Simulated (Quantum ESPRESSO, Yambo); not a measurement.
# BaTiO3 (P4mm): G0W0 on several meshes in Yambo, part 2 of 2

Aim: the GW shift of BaTiO3 (P4mm) against the k mesh.

Quantum ESPRESSO 7.5 and Yambo 5.3.0; PBE and many-body steps on it, plane waves. Known limits of the many-body steps: not at the basis limit; no spin-orbit coupling; coarse k mesh.

So far. Step 4 (4×4×4): The gap on the mesh goes from 1.85 eV to 3.33 eV, a correction of +1.48 eV. Step 5 (Empty states on the mesh, 2×2×2 mesh, 129 bands): On this mesh the gap is 1.851 eV.

### Step 6. Conversion and set-up

This step: Yambo 5.3.0; conversion and set-up on PBE, plane waves, norm-conserving pseudopotentials.

Run with:

```sh
$ (cd o/x.save; p2y > p2y.log; mv SAVE ../..); yambo > setup.log
```

The log of the run:

```text
 Yambo, version 5.3.0

 [02] CORE Variables Setup
 =========================

  [02.01] Unit cells
  ==================

  Cell kind             :  Unknown
  Atoms in the cell     :  Ba  Ti  O
  number of Ba atoms    :  1
  number of Ti atoms    :  1
  number of O  atoms    :  3

  List of atomic masses
  Mass of Ba    :  137.3300
  Mass of Ti    :  47.86700
  Mass of O     :  15.99900

  List of atomic coordinates    : [cc]
  Ba1       :  0.000000  0.000000  0.000000  order 1
  Ti1       :  3.770457  3.770457  3.968466  order 2
[...]
==========================================

 IBZ Q-points                                      :   6
 BZ  Q-points                                      :   8

 K/Q-points units:
 rlu = crystal or reduced units; cc = cartesian coordinates; iku = interal k-units

 Q [1]          [rlu]:  0.000000  0.000000  0.000000
 Q [2]          [rlu]:  0.000000  0.000000 -0.500000
 Q [3]          [rlu]:  0.000000 -0.500000  0.000000
 Q [4]          [rlu]:  0.000000 -0.500000 -0.500000
 Q [5]          [rlu]: -0.500000 -0.500000  0.000000
 Q [6]          [rlu]: -0.500000 -0.500000 -0.500000

  [03.01] X indexes
  =================

   [03.01.01] Sigma indexes
   ========================

 [06] Game Over & Game summary
```

Elapsed: 2.2 s, on 1 MPI rank of Arm Neoverse V2, shared host; peak memory 0.24 GiB.

### Step 7. 2×2×2

This step: G0W0 on PBE, plane waves, norm-conserving pseudopotentials.

gw11.in reads:

```
HF_and_locXC
gw0
dyson
ppa
em1d
rim_cut
RandQpts= 1000000
RandGvec= 1 RL
EXXRLvcs= 76 Ry
VXCRLvcs= 304 Ry
Chimod= "HARTREE"
% BndsRnXp
 1 | 129 |
%
NGsBlkXp= 10 Ry
% LongDrXp
 1 | 1 | 1 |
%
% GbndRnge
 1 | 129 |
%
DysSolver= "n"
ExtendOut
PPAPntXp= 27.21138 eV
% QPkrange
 6 | 6 | 19 | 22 |
 1 | 1 | 19 | 22 |
%
```

Run with:

```sh
$ OMP_NUM_THREADS=1 mpirun -n 4 yambo -F gw11.in -J gw11 -C gw11 > gw11.log
```

The log of the run:

```text
 Yambo, version 5.3.0

 [02] CORE Variables Setup
 =========================

  [... cell, symmetries and grids as in the set-up ...]

  [02.05] Energies & Occupations
  ==============================

  [X] === General ===
  [X] Electronic Temperature                        :  0.000000  0.000000 [eV K]
  [X] Bosonic    Temperature                        :  0.000000  0.000000 [eV K]
  [X] Finite Temperature mode                       : no
  [X] El. density                                   :  0.62439E+24 [cm-3]
  [X] Fermi Level                                   :  10.49564 [eV]

  [X] === Gaps and Widths ===
  [X] Conduction Band Min                           :  1.851171 [eV]
  [X] Valence Band Max                              :  0.000000 [eV]
  [X] Filled Bands                                  :  20
  [X] Empty Bands                                   :   21  129
  [X] Direct Gap                                    :  2.221732 [eV]
  [X] Direct Gap localized at k                     :  1
  [X] Indirect Gap                                  :  1.851171 [eV]
  [X] Indirect Gap between kpts                     :   6   1
  [X] Last valence band width                       :  0.967689 [eV]
  [X] 1st conduction band width                     :  2.396446 [eV]

 [03] Transferred momenta grid and indexing
 ==========================================

 IBZ Q-points                                      :   6
 BZ  Q-points                                      :   8

 K/Q-points units:
 rlu = crystal or reduced units; cc = cartesian coordinates; iku = interal k-units

 Q [1]          [rlu]:  0.000000  0.000000  0.000000
 Q [2]          [rlu]:  0.000000  0.000000 -0.500000
 Q [3]          [rlu]:  0.000000 -0.500000  0.000000
 Q [4]          [rlu]:  0.000000 -0.500000 -0.500000
[...]
[Hartree-Fock] El. density                        :  0.62439E+24 [cm-3]
  [Hartree-Fock] Fermi Level                        :  10.49564 [eV]

  [Hartree-Fock] === Gaps and Widths ===
  [Hartree-Fock] Conduction Band Min                :  2.002627 [eV]
  [Hartree-Fock] Valence Band Max                   : -0.071890 [eV]
  [Hartree-Fock] Filled Bands                       :  20
  [Hartree-Fock] Empty Bands                        :   21  129
  [Hartree-Fock] Direct Gap                         :  2.712089 [eV]
  [Hartree-Fock] Direct Gap localized at k          :  2
  [Hartree-Fock] Indirect Gap                       :  2.074517 [eV]
  [Hartree-Fock] Indirect Gap between kpts          :   5   2
  [Hartree-Fock] Last valence band width            :  4.755631 [eV]
  [Hartree-Fock] 1st conduction band width          :  11.01321 [eV]

 [08] Dyson equation: Newton solver
 ==================================

  [08.01] G0W0 (W PPA)
  ====================

  [  GW  ] Bands range     :    1  129
  [GW/PPA] G damping       :  0.100000 [eV]

  QP @ state[ 1 ] K range:  1  1
  QP @ state[ 1 ] b range:  19  22
  QP @ state[ 2 ] K range:   6   6
  QP @ state[ 2 ] b range:  19  22

   Sc/G bands                                       :    1  129
   Sc/G damping                                     :  0.100000 ev
   Sc bands terminator                              : no
   Sx RL components                                 :   4897

   QP @ state[ 1 ] K range                          :  1  1
   QP @ state[ 1 ] b range                          :  19  22
   QP @ state[ 2 ] K range                          :   6   6
   QP @ state[ 2 ] b range                          :  19  22
   GF energies kind                                 : Perdew, Burke & Ernzerhof(X)+Perdew, Burke & Ernzerhof(C)
   GF WF`s kind                                     : Perdew, Burke & Ernzerhof(X)+Perdew, Burke & Ernzerhof(C)
   Xs energies kind                                 : Perdew, Burke & Ernzerhof(X)+Perdew, Burke & Ernzerhof(C)
   Xs WF`s kind                                     : Perdew, Burke & Ernzerhof(X)+Perdew, Burke & Ernzerhof(C)

 [11] Game Over & Game summary
```

Run time: 17 s. Hardware: 4 MPI ranks; peak memory 1.4 GiB; 65 s of CPU time.

Numbers from this step:

| Property | Result |
| --- | --- |
| G0W0 gap on the points computed | 3.286 eV |
| starting gap on the mesh | 1.851 eV |
| k of the valence top | -0.5, -0.5, -0.5 |
| k of the conduction bottom | 0, 0, 0 |
| least direct G0W0 gap on the computed points | 3.712 eV |
| Z at the valence top | 0.7644 |
| Z at the conduction bottom | 0.7791 |

Against G0W0 in Yambo (4×4×4 mesh, 129 bands, screening to 136.1 eV, Godby-Needs plasmon pole), the gap moves by −0.048 eV.

### Step 8. The runs together

Times are wall times on 4 MPI ranks of Arm Neoverse V2, shared host, good to a factor of about two.

```tsv
run	mesh	bands	screening cutoff (eV)	DFT gap (eV)	gap on the mesh (eV)	direct (eV)	time
4×4×4	4×4×4	129	136.1	1.851	3.334	3.717	4.1 min
2×2×2	2×2×2	129	136.1	1.851	3.286	3.712	17 s
```

### Step 9. Results

```json
{"4×4×4": "3.334 eV", "2×2×2": "3.286 eV", "known limits": "not at the basis limit; no spin-orbit coupling; coarse k mesh"}
```

**Reading.** 2×2×2: −0.048 eV against 4×4×4. Bands and cutoff are finite, so the gap is not at the basis limit. The miss can reach some tenths of an eV and take either sign; the mesh is an error of its own. In the G0W0 runs levels were corrected at 2 k points alone, so a gap called «on the mesh» is the least over those, and an edge elsewhere would be missed. The 4×4×4 mesh is coarse for this cell, which bears on the long-range parts of exchange and screening. Mesh or cutoff lie under what a gap needs, so these runs test behaviour and cost; their gaps are not to be quoted. The many-body steps are scalar-relativistic: spin-orbit coupling is not in them.

[Paths, hosts, dates, memory and timing lines, banners, echoed tables and standing remarks are left out of the program output.]

[Logs are printed without paths, hosts, clocks, repeated set-up lines and the standing remarks that a program may print on its own settings, such as how far it seeks lower states.]

[Runs of the session that timed out or met a known fault of the program may be left out.]

[Hosts, paths, dates, database ids (printed as entryN), source tags and the programs' standing remarks are cut or masked in the printed files.]
